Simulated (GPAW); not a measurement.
# SiC (Moissanite): optical spectrum from first principles, part 2 of 2

Wanted: where SiC (Moissanite) starts to absorb, how strongly, and its refractive index.

GPAW 26.7.0; DFT, PBE, plane-wave PAW (GPAW data sets), scalar-relativistic, RPA, optical limit.

So far. Step 2 (Ground state): There is a gap, 2.32 eV on this mesh (points off the mesh can give less), so no carriers' term is needed.

## Step 4: Dielectric function, RPA (continued)

Table of Re ε by photon energy:

| photon energy (eV) | E ∥ x | E ∥ z |
| --- | --- | --- |
| 0.0 | 6.61 | 7.18 |
| 0.5 | 6.64 | 7.21 |
| 1.0 | 6.71 | 7.31 |
| 1.5 | 6.85 | 7.48 |
| 2.0 | 7.05 | 7.75 |
| 2.5 | 7.34 | 8.13 |
| 3.0 | 7.75 | 8.68 |
| 3.5 | 8.32 | 9.51 |
| 4.0 | 9.18 | 10.8 |
| 4.5 | 10.6 | 13.5 |
| 5.0 | 12.6 | 14.6 |
| 5.5 | 15.0 | 14.8 |
| 6.0 | 15.0 | 12.1 |
| 6.5 | 7.21 | 2.49 |
| 7.0 | 5.00 | 3.52 |
| 7.5 | -0.298 | 0.569 |
| 8.0 | 0.215 | -2.37 |
| 8.5 | -1.33 | -2.51 |
| 9.0 | -1.83 | -2.68 |
| 9.5 | -3.62 | -4.25 |
| 10.0 | -3.15 | -3.16 |
| 10.5 | -2.37 | -3.16 |
| 11.0 | -3.20 | -3.04 |
| 11.5 | -2.71 | -1.94 |
| 12.0 | -2.54 | -2.33 |
| 12.5 | -2.21 | -2.30 |
| 13.0 | -1.97 | -1.84 |
| 13.5 | -1.85 | -1.98 |

The reflectivity at normal incidence has structure finer than the step of the table below, so its rows give means over 0.5 eV, whole bins alone (the curve runs from 0 to 14.0 eV). Peaks (eV: height): E ∥ x 7.44: 47.8, 9.35: 53.1, 12.34: 53.6; E ∥ z 6.44: 49.9, 7.73: 53.2, 9.55: 53.8, 10.45: 52.9, 11.10: 52.5, 12.42: 51.8.

Reflectivity at normal incidence against photon energy; means over each step:

| photon energy (eV) | E ∥ x (%) | E ∥ z (%) |
| --- | --- | --- |
| 0.5 | 19.4 | 20.9 |
| 1.0 | 19.6 | 21.2 |
| 1.5 | 20.0 | 21.6 |
| 2.0 | 20.5 | 22.2 |
| 2.5 | 21.3 | 23.1 |
| 3.0 | 22.2 | 24.4 |
| 3.5 | 23.6 | 26.1 |
| 4.0 | 25.4 | 28.6 |
| 4.5 | 28.2 | 33.1 |
| 5.0 | 31.8 | 36.8 |
| 5.5 | 36.2 | 38.4 |
| 6.0 | 42.6 | 41.9 |
| 6.5 | 42.8 | 47.2 |
| 7.0 | 43.7 | 42.8 |
| 7.5 | 46.5 | 48.7 |
| 8.0 | 43.7 | 48.4 |
| 8.5 | 45.4 | 46.4 |
| 9.0 | 47.0 | 46.7 |
| 9.5 | 50.0 | 51.4 |
| 10.0 | 48.2 | 49.8 |
| 10.5 | 45.6 | 50.1 |
| 11.0 | 50.1 | 50.2 |
| 11.5 | 49.4 | 44.4 |
| 12.0 | 50.4 | 46.6 |
| 12.5 | 50.2 | 49.7 |
| 13.0 | 46.3 | 45.1 |
| 13.5 | 46.4 | 48.1 |

The loss function −Im 1/ε at q → 0 has structure finer than the step of the table below, so its rows give means over 0.5 eV, whole bins alone (the curve runs from 0 to 14.0 eV). Peaks (eV: height): E ∥ z 11.56: 0.239, 12.83: 0.274.

Values under the direct gap are tails of Lorentzian lines. Table of loss function −Im 1/ε at q → 0 by energy loss; means over each step:

| energy loss (eV) | E ∥ x | E ∥ z |
| --- | --- | --- |
| 0.5 | 3.5e-4 | 3.7e-4 |
| 1.0 | 7.1e-4 | 7.6e-4 |
| 1.5 | 0.00108 | 0.00116 |
| 2.0 | 0.00147 | 0.00159 |
| 2.5 | 0.00191 | 0.00208 |
| 3.0 | 0.00240 | 0.00266 |
| 3.5 | 0.00301 | 0.00343 |
| 4.0 | 0.00385 | 0.00467 |
| 4.5 | 0.00580 | 0.00878 |
| 5.0 | 0.0130 | 0.0285 |
| 5.5 | 0.0183 | 0.0331 |
| 6.0 | 0.0326 | 0.0409 |
| 6.5 | 0.0543 | 0.0565 |
| 7.0 | 0.0621 | 0.0730 |
| 7.5 | 0.0761 | 0.0690 |
| 8.0 | 0.0923 | 0.0948 |
| 8.5 | 0.0982 | 0.110 |
| 9.0 | 0.103 | 0.115 |
| 9.5 | 0.119 | 0.113 |
| 10.0 | 0.134 | 0.140 |
| 10.5 | 0.160 | 0.158 |
| 11.0 | 0.150 | 0.171 |
| 11.5 | 0.177 | 0.225 |
| 12.0 | 0.187 | 0.205 |
| 12.5 | 0.225 | 0.226 |
| 13.0 | 0.258 | 0.264 |
| 13.5 | 0.274 | 0.252 |

Values under the direct gap are tails of Lorentzian lines. Table of Im ε, E ∥ x by photon energy; read off at these points:

| photon energy (eV) | without local fields | with local fields |
| --- | --- | --- |
| 0.000 | 0 | 0 |
| 0.250 | 0.00840 | 0.00764 |
| 0.500 | 0.0169 | 0.0154 |
| 0.750 | 0.0258 | 0.0234 |
| 1.000 | 0.0350 | 0.0318 |
| 1.250 | 0.0449 | 0.0408 |
| 1.500 | 0.0557 | 0.0505 |
| 1.750 | 0.0675 | 0.0613 |
| 2.000 | 0.0808 | 0.0733 |
| 2.250 | 0.0959 | 0.0869 |
| 2.500 | 0.113 | 0.103 |
| 2.750 | 0.134 | 0.122 |
| 3.000 | 0.159 | 0.144 |
| 3.250 | 0.190 | 0.172 |
| 3.500 | 0.230 | 0.208 |
| 3.750 | 0.283 | 0.256 |
| 4.000 | 0.357 | 0.323 |
| 4.250 | 0.473 | 0.428 |
| 4.500 | 0.691 | 0.630 |
| 4.750 | 1.21 | 1.11 |
| 5.000 | 2.49 | 2.32 |
| 5.250 | 3.21 | 2.92 |
| 5.500 | 4.99 | 4.39 |
| 5.750 | 9.07 | 7.71 |
| 6.000 | 15.2 | 13.1 |
| 6.250 | 17.6 | 15.8 |
| 6.282 | 17.6 | 15.9 |
| 6.500 | 15.0 | 13.7 |
| 6.750 | 15.4 | 14.1 |
| 7.000 | 15.9 | 14.2 |
| 7.250 | 16.8 | 15.0 |
| 7.500 | 14.2 | 13.2 |
| 7.750 | 11.9 | 10.9 |
| 8.000 | 12.3 | 10.9 |
| 8.250 | 12.0 | 10.7 |
| 8.500 | 11.1 | 9.95 |
| 8.750 | 10.2 | 9.35 |
| 9.000 | 9.81 | 9.09 |
| 9.250 | 8.85 | 8.66 |
| 9.500 | 6.53 | 6.20 |
| 9.750 | 6.50 | 6.15 |
| 10.000 | 5.99 | 6.03 |
| 10.250 | 4.81 | 4.85 |
| 10.500 | 5.03 | 4.90 |
| 10.750 | 5.19 | 5.18 |
| 11.000 | 4.39 | 4.41 |
| 11.250 | 3.71 | 3.71 |
| 11.500 | 3.48 | 3.46 |
| 11.750 | 3.28 | 3.35 |
| 12.000 | 2.98 | 3.08 |
| 12.250 | 2.34 | 2.62 |
| 12.500 | 2.03 | 2.19 |
| 12.750 | 2.17 | 2.34 |
| 13.000 | 2.03 | 2.27 |
| 13.250 | 1.93 | 2.17 |
| 13.500 | 1.76 | 2.07 |
| 13.750 | 1.69 | 1.95 |

From ε follow the optical constants at some laser and lamp lines:

| wavelength (nm) | n x | k x | R (%) x | 1/α x | n z | k z | R (%) z | 1/α z |
| --- | --- | --- | --- | --- | --- | --- | --- | --- |
| 1550 | 2.58 | 0.005 | 19.5 | 25 µm | 2.69 | 0.006 | 21.0 | 21 µm |
| 1064 | 2.60 | 0.007 | 19.7 | 12 µm | 2.71 | 0.009 | 21.3 | 9.6 µm |
| 633 | 2.65 | 0.013 | 20.5 | 3.8 µm | 2.78 | 0.017 | 22.2 | 3.0 µm |
| 532 | 2.69 | 0.017 | 21.0 | 2.5 µm | 2.83 | 0.022 | 22.8 | 2.0 µm |
| 450 | 2.74 | 0.022 | 21.7 | 1.6 µm | 2.90 | 0.029 | 23.7 | 1.2 µm |
| 365 | 2.86 | 0.034 | 23.2 | 866 nm | 3.05 | 0.046 | 25.6 | 632 nm |
| 248 | 3.57 | 0.325 | 31.9 | 61 nm | 3.95 | 1.012 | 38.1 | 20 nm |

Below the direct gap, k and the depth come from the tails of the Lorentzian lines, not from transitions.

Rows near the edge hang on the gap, which this functional as a rule makes too small, and phonon-assisted absorption is left out.

At 1064 nm the birefringence n(z) − n(x) is +0.114: the crystal is uniaxial positive at this level.

## Step 5: Results

| Quantity | Value |
| --- | --- |
| electronic dielectric constant ε∞, mean over x, y and z (by symmetry where fewer were run) (RPA) | 6.80 |
| main peak of Im epsilon, first axis | 6.27 eV |

What this shows: At this level (PBE, RPA) SiC has a mean ε∞ = 6.80 and n = 2.58 at 1550 nm (E ∥ x), and Im ε peaks at 6.3 eV (E ∥ x). On the mesh the gap is 2.32 eV and the least direct gap 4.07 eV, so on this mesh the band edges lie at different points. Local fields change the static value along x from 7.02 to 6.61 (-6 %). Distinct maxima of Im ε, read by a parabola through the highest points, lie at 6.27 eV (16), 7.31 eV (15) and 9.09 eV (9.4) for E ∥ x. The static values by axis are 6.61 (x), 7.18 (z). At 1064 nm the birefringence n(z) − n(x) is +0.114: the crystal is uniaxial positive at this level. Excitons and phonon-assisted transitions are missing; PBE gaps are as a rule too small, which pulls the onset down and ε∞ up. The sum runs over mesh points, so small or evenly spaced maxima can still be ripples of the mesh.

[Hosts, paths, dates, database ids (printed as entryN), source tags and the programs' standing remarks are cut or masked in the printed files.]
